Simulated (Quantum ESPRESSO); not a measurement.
# CrPbO3: parallel and opposed starts

A self-consistent run ends on one state, which hangs on the start. Several orders of CrPbO3 are started in Quantum ESPRESSO and their energies compared.

Program: Quantum ESPRESSO 7.5. Level of theory: PBEsol with U = 3.5 eV on Cr d (ortho-atomic projectors); plane waves with GBRV 1.5 PBEsol potentials, no spin-orbit coupling. Results are calculated unless marked as measured.

Experimental background.

For PbCrO3, cubic perovskite (earlier literature sample), “Unraveling structural, electronic, and magnetic ambiguities in Pb1-deltaCrO3 with an insulating charge-transfer band structure” (2024, arxiv:2410.11649) quotes earlier work: moment (ordered Cr moment from earlier neutron diffraction) 2.2 μB [literature value quoted from earlier neutron diffraction; measurement temperature not …].

Most raw output is cut from this account.

### Step 1. The starting structure

It takes space group Pm-3m (No. 221, cubic). Conventional cell: a = 4.011 Å, b = 4.011 Å, c = 4.011 Å, α = 90.00°, β = 90.00°, γ = 90.00°. Nearest to Cr lie 6 O at 2.01 Å. Nearest to Pb lie 12 O at 2.84 Å. Nearest to O lie 2 Cr at 2.01 Å. Farther neighbours and most contacts between anions are not listed.

The cell comes from Materials Project 2023-11-01, a database of computed structures, and need not be the stable phase.

### Step 2. Run 1 (ferro +)

The signs are those of the starting moments on the seeded atoms, the atoms that are given a moment.

Contents of pw.in:

```
&CONTROL
  calculation = 'scf'
  prefix = 'pwscf'
  outdir = './tmp'
  pseudo_dir = './pseudo'
  disk_io = 'nowf'
/
&SYSTEM
  ibrav = 0
  celldm(1) = 8
  nat = 5
  ntyp = 3
  ecutwfc = 40
  ecutrho = 280
  nbnd = 34
  occupations = 'smearing'
  smearing = 'fd'
  degauss = 0.00367493
  nspin = 2
  starting_magnetization(1) = 0.2143
  starting_magnetization(2) = 0
  starting_magnetization(3) = 0
/
&ELECTRONS
  conv_thr = 1d-08
  electron_maxstep = 150
  mixing_beta = 0.3
/
ATOMIC_SPECIES
Cr     51.9961 cr_pbesol_v1.5.uspp.F.UPF
Pb    207.2000 pb_pbesol_v1.uspp.F.UPF
O      15.9990 o_pbesol_v1.2.uspp.F.UPF
CELL_PARAMETERS alat
   0.9475086788874    0.0000000000000    0.0000000000000
   0.0000000000000    0.9475086788874    0.0000000000000
   0.0000000000000    0.0000000000000    0.9475086788874
ATOMIC_POSITIONS crystal
Cr      0.0000000000    0.0000000000    0.0000000000
Pb      0.5000000000    0.5000000000    0.5000000000
O       0.0000000000    0.0000000000    0.5000000000
O       0.0000000000    0.5000000000    0.0000000000
O       0.5000000000    0.0000000000    0.0000000000
K_POINTS automatic
6 6 6 0 0 0
HUBBARD {ortho-atomic}
U Cr-3d 3.5000
```

On the command line:

```console
$ OMP_NUM_THREADS=1 mpirun -n 4 pw.x -nk 4 -in pw.in > pw.out
```

The job ended after 13 s (4 MPI ranks of Intel Xeon Platinum 8488C (Sapphire Rapids), shared host; peak memory 0.46 GiB; 49 s of CPU time).

Spin moment in the atom's sphere by atom:

```
atom  spin moment in the atom's sphere (μB)
 Cr1                                   2.26
 Pb2                                  -0.04
  O3                                  -0.21
  O4                                  -0.21
  O5                                  -0.21
```

This step gave:

- smearing term TS: 0.02487 eV
- magnetization: 2.001 μB
- absolute magnetization: 3.415 μB
- final state: ferromagnetic

Spin density in the ac plane at fractional y = 0.000, with atoms of Cr and O within 0.2 Å of it.

Ten even steps from '_' (-0.4 e/Å³) to '@' (3.0 e/Å³), each cell a mean:
```
@@++......________......--@@
::--......________......----
............................
............................
__..........................
____....................____
______..................____
______..................____
____....................____
............................
............................
..::........____............
====::....________......--++
@@==......__________....::@@
```
Columns run along a (4.0 Å), rows up along c (4.0 Å). Atoms in or near the plane, at fractional coordinates: Cr at (0.00, 0.00), O at (0.00, 0.50), O at (0.50, 0.00).

Valence density in the ac plane at fractional y = 0.000, with atoms of Cr and O within 0.2 Å of it. It is the smooth field of the valence electrons, not physical close to the nuclei.

Ten even steps from '_' (0 e/Å³) to '@' (13 e/Å³), each cell a mean:
```
%%##..____::====--..____++@@
++::______..::::..______..++
____________________________
____________________________
..________________________..
--..____________________..--
++--..__________________::==
==::____________________::==
::..____________________..::
____________________________
____________________________
..____________..__________..
%%==______..::--..______::##
**%%..____::==++--..____++%%
```
Columns run along a (4.0 Å), rows up along c (4.0 Å). Atoms in or near the plane, at fractional coordinates: Cr at (0.00, 0.00), O at (0.00, 0.50), O at (0.50, 0.00).

### Step 3. Run 2, typed as antiferro q=(0,0,1/2) +−

The cell is doubled to 10 atoms to hold this order. The wavevector q is in fractions of the reciprocal vectors of the crystal's primitive cell, as the cells of these inputs are built from it; moments change sign between cells as cos(2π q·R).

Contents of pw.in:

```
&CONTROL
  calculation = 'scf'
  prefix = 'pwscf'
  outdir = './tmp'
  pseudo_dir = './pseudo'
  disk_io = 'nowf'
/
&SYSTEM
  ibrav = 0
  celldm(1) = 8
  nat = 10
  ntyp = 4
  ecutwfc = 40
  ecutrho = 280
  nbnd = 60
  occupations = 'smearing'
  smearing = 'fd'
  degauss = 0.00367493
  nspin = 2
  starting_magnetization(1) = 0.2143
  starting_magnetization(2) = -0.2143
  starting_magnetization(3) = 0
  starting_magnetization(4) = 0
/
&ELECTRONS
  conv_thr = 2d-08
  electron_maxstep = 150
  mixing_beta = 0.3
/
ATOMIC_SPECIES
Cr1    51.9961 cr_pbesol_v1.5.uspp.F.UPF
Cr2    51.9961 cr_pbesol_v1.5.uspp.F.UPF
Pb    207.2000 pb_pbesol_v1.uspp.F.UPF
O      15.9990 o_pbesol_v1.2.uspp.F.UPF
CELL_PARAMETERS alat
   0.9475086788874    0.0000000000000    0.0000000000000
   0.0000000000000    0.9475086788874    0.0000000000000
   0.0000000000000    0.0000000000000    1.8950173577747
ATOMIC_POSITIONS crystal
Cr1     0.0000000000    0.0000000000    0.0000000000
Cr2     0.0000000000    0.0000000000    0.5000000000
Pb      0.5000000000    0.5000000000    0.2500000000
Pb      0.5000000000    0.5000000000    0.7500000000
O       0.0000000000    0.0000000000    0.2500000000
O       0.0000000000    0.0000000000    0.7500000000
O       0.0000000000    0.5000000000    0.0000000000
O       0.0000000000    0.5000000000    0.5000000000
O       0.5000000000    0.0000000000    0.0000000000
O       0.5000000000    0.0000000000    0.5000000000
K_POINTS automatic
6 6 3 0 0 0
HUBBARD {ortho-atomic}
U Cr1-3d 3.5000
U Cr2-3d 3.5000
```

Wall time 63 s (4 MPI ranks); peak memory 0.91 GiB; 4.2 min of CPU time.

Spin moment in the atom's sphere by atom:

| atom | spin moment in the atom's sphere (μB) |
| --- | --- |
| Cr1 | 2.23 |
| Cr2 | -2.23 |
| Pb3 | 0.00 |
| Pb4 | 0.00 |
| O5 | 0.00 |
| O6 | 0.00 |
| O7 | -0.17 |
| O8 | 0.17 |
| O9 | -0.17 |
| O10 | 0.17 |

Read from the output:

```
smearing term TS       : 0.06964 eV
magnetization          : 0 μB
absolute magnetization : 6.215 μB
final state            : antiferromagnetic
```

Spin density in the ac plane at fractional y = 0.000, with atoms of Cr and O within 0.2 Å of it.

Ten even steps from '_' (-2.9 e/Å³) to '@' (2.9 e/Å³), each cell a mean:
```
@@##++++++==========++++**@@
++**++++++========++++++++++
++++++++++++++++++++++++++++
++++++++++++++++++++++++++++
==++++++++++++++++++++++++==
==++++++++++++++++++++++++==
++++++++++++++++++++++++++++
++++++++++++++++++++++++++++
======++++++++++++++++++====
========++++++++++++========
----====++++++++++++====----
__::====++++++++++++++==--__
__::====++++++++++++====--__
========++++++++++++========
========++++++++++++++======
++++++++++++++++++++++++++++
++++++++++++++++++++++++++++
++++++++++++++++++++++++++++
====++++++++++++++++++++====
++++++++++++++++++++++++++++
++++++++++++++++++++++++++++
++++++++++++====++++++++++++
****++++++========++++++****
@@##++++++==========++++**@@
```
Columns run along a (4.0 Å), rows up along c (8.0 Å). Atoms in or near the plane, at fractional coordinates: Cr at (0.00, 0.00), Cr at (0.00, 0.50), O at (0.00, 0.25), O at (0.00, 0.75), O at (0.50, 0.00), O at (0.50, 0.50).

Valence density in the ac plane at fractional y = 0.000, with atoms of Cr and O within 0.2 Å of it. It is the smooth field of the valence electrons, not physical close to the nuclei.

Ten even steps from '_' (0 e/Å³) to '@' (13 e/Å³), each cell a mean:
```
@@##..____::====::______==@@
--::________......______..--
____________________________
____________________________
::..____________________..::
++--..__________________::==
==::____________________::==
....______________________..
____________________________
____________________________
**--______..::::..______::++
##%%..____::==++--..____++@@
@@##..____::====::______==@@
--..________......______..--
____________________________
____________________________
::..____________________..::
++--..__________________::==
==::____________________::==
....______________________..
____________________________
____________________________
**--______..::::..______::++
##%%..____::==++--..____++@@
```
Columns run along a (4.0 Å), rows up along c (8.0 Å). Atoms in or near the plane, at fractional coordinates: Cr at (0.00, 0.00), Cr at (0.00, 0.50), O at (0.00, 0.25), O at (0.00, 0.75), O at (0.50, 0.00), O at (0.50, 0.50).

### Step 4. Run 3 (antiferro q=(1/2,1/2,1/2) +−)

The cell is doubled to 10 atoms to hold this order.

Contents of pw.in:

```
&CONTROL
  calculation = 'scf'
  prefix = 'pwscf'
  outdir = './tmp'
  pseudo_dir = './pseudo'
  disk_io = 'nowf'
/
&SYSTEM
  ibrav = 0
  celldm(1) = 8
  nat = 10
  ntyp = 4
  ecutwfc = 40
  ecutrho = 280
  nbnd = 60
  occupations = 'smearing'
  smearing = 'fd'
  degauss = 0.00367493
  nspin = 2
  starting_magnetization(1) = 0.2143
  starting_magnetization(2) = -0.2143
  starting_magnetization(3) = 0
  starting_magnetization(4) = 0
/
&ELECTRONS
  conv_thr = 2d-08
  electron_maxstep = 150
  mixing_beta = 0.3
/
ATOMIC_SPECIES
Cr1    51.9961 cr_pbesol_v1.5.uspp.F.UPF
Cr2    51.9961 cr_pbesol_v1.5.uspp.F.UPF
Pb    207.2000 pb_pbesol_v1.uspp.F.UPF
O      15.9990 o_pbesol_v1.2.uspp.F.UPF
CELL_PARAMETERS alat
   1.8950173577747    0.0000000000000    0.0000000000000
   0.9475086788874    0.9475086788874    0.0000000000000
   0.9475086788874    0.0000000000000    0.9475086788874
ATOMIC_POSITIONS crystal
Cr1     0.0000000000    0.0000000000    0.0000000000
Cr2     0.5000000000    0.0000000000    0.0000000000
Pb      0.7500000000    0.5000000000    0.5000000000
Pb      0.2500000000    0.5000000000    0.5000000000
O       0.7500000000    0.0000000000    0.5000000000
O       0.2500000000    0.0000000000    0.5000000000
O       0.7500000000    0.5000000000    0.0000000000
O       0.2500000000    0.5000000000    0.0000000000
O       0.2500000000    0.0000000000    0.0000000000
O       0.7500000000    0.0000000000    0.0000000000
K_POINTS automatic
3 6 6 0 0 0
HUBBARD {ortho-atomic}
U Cr1-3d 3.5000
U Cr2-3d 3.5000
```

Wall time 44 s (4 MPI ranks); peak memory 0.79 GiB.

Spin moment in the atom's sphere by atom:

| atom | spin moment in the atom's sphere (μB) |
| --- | --- |
| Cr1 | 2.26 |
| Cr2 | -2.26 |
| Pb3 | 0.00 |
| Pb4 | 0.00 |
| O5 | 0.00 |
| O6 | 0.00 |
| O7 | 0.00 |
| O8 | 0.00 |
| O9 | 0.00 |
| O10 | 0.00 |

Read from the output:

- smearing term TS: 0.08220 eV
- magnetization: 0 μB
- absolute magnetization: 5.727 μB
- final state: antiferromagnetic

### Step 5. Ranking

An order is kept where moments of 0.15 μB or more survive with the typed signs; meshes match where a doubled cell samples the same k points as the first cell.

Orders:

```
                       start        final state  typed order kept  energy over the lowest (meV a seeded atom)  largest site moment (μB)  net moment (μB a cell of the first run)  mesh matched  CPU time (s)
                     ferro +      ferromagnetic               yes                                           0                     2.257                                    2.001           yes         49.46
    antiferro q=(0,0,1/2) +-  antiferromagnetic               yes                                       81.12                      2.23                                        0           yes           253
antiferro q=(1/2,1/2,1/2) +-  antiferromagnetic               yes                                       95.63                     2.256                                        0           yes         173.9
```

### Step 6. Energy mapping

E = −Σ J e·e over ordered pairs of unit vectors, so each pair counts twice. As many shells are taken as there are differences of energy, so the couplings are solved for and no residual tests the model; further shells are folded in, and shells whose pairs keep their relative signs in all orders cancel and are not probed. Couplings from the energies:

```
 pair  distance (Å)  neighbours an atom  J (meV)
Cr-Cr         4.011                   6    7.969
Cr-Cr         5.673                  12    3.078
```

### Step 7. Occupations of the corrected shells in the lowest state

Occupations of the Hubbard shells:

| block | type | shell | spin | electrons | occupation numbers |
| --- | --- | --- | --- | --- | --- |
| 1 | Cr | 3d | up | 3.377 | 0.326 0.326 0.908 0.908 0.908 |
| 1 | Cr | 3d | down | 0.6593 | 0.078 0.078 0.078 0.212 0.212 |

### Step 8. Summary of results

* lowest state found: ferromagnetic (from ferro +)
* largest site moment: 2.26 μB
* next state with moments: antiferromagnetic, 81.1 meV a seeded atom higher
* J of the weightiest shell (Cr-Cr, 4.01 Å; E = −Σ J e·e, ordered pairs): 7.97 meV

The largest moment changes by 1.2 % between the kept orders, as for well localised moments. This is the lowest of 3 collinear or spinless starts, no proof of the ground state. A computed site moment is spin alone and hangs on the region that is counted: the program's spheres do not touch and miss the tail of the moment. Measured moments hold any orbital part as well, and belong to the order of the sample, which need not be the order of this run. The smearing term is large for its width, so states at the Fermi level are partly filled: at this level the cell is a metal or has a gap of a few widths at most.

Calculation against experiment:

| quantity | measured | in the sphere | projected shell |
| --- | --- | --- | --- |
| moment (Cr) (μB) | 2.2 | 2.26 (+2.6 %) | 2.72 (+23.5 %) |

Measured values from arxiv:2410.11649 (2024).

**Verdict.** For the moment, of the levels listed nearest comes in the sphere (+2.6 %) and farthest projected shell (+23.5 %). No cell relaxation is part of this session.

[Logs and program files are shortened in this print: banners, set-up blocks, solver, clock and traceback lines can be left out without a mark of their own.]

[Logs are printed without paths, hosts, clocks, repeated set-up lines and the standing remarks that a program may print on its own settings, such as how far it seeks lower states.]

[Hosts, paths, dates, database ids (printed as entryN), source tags and the programs' standing remarks are cut or masked in the printed files.]

[Where a cell is said to come from a database of computed structures, the database is the Materials Project.]
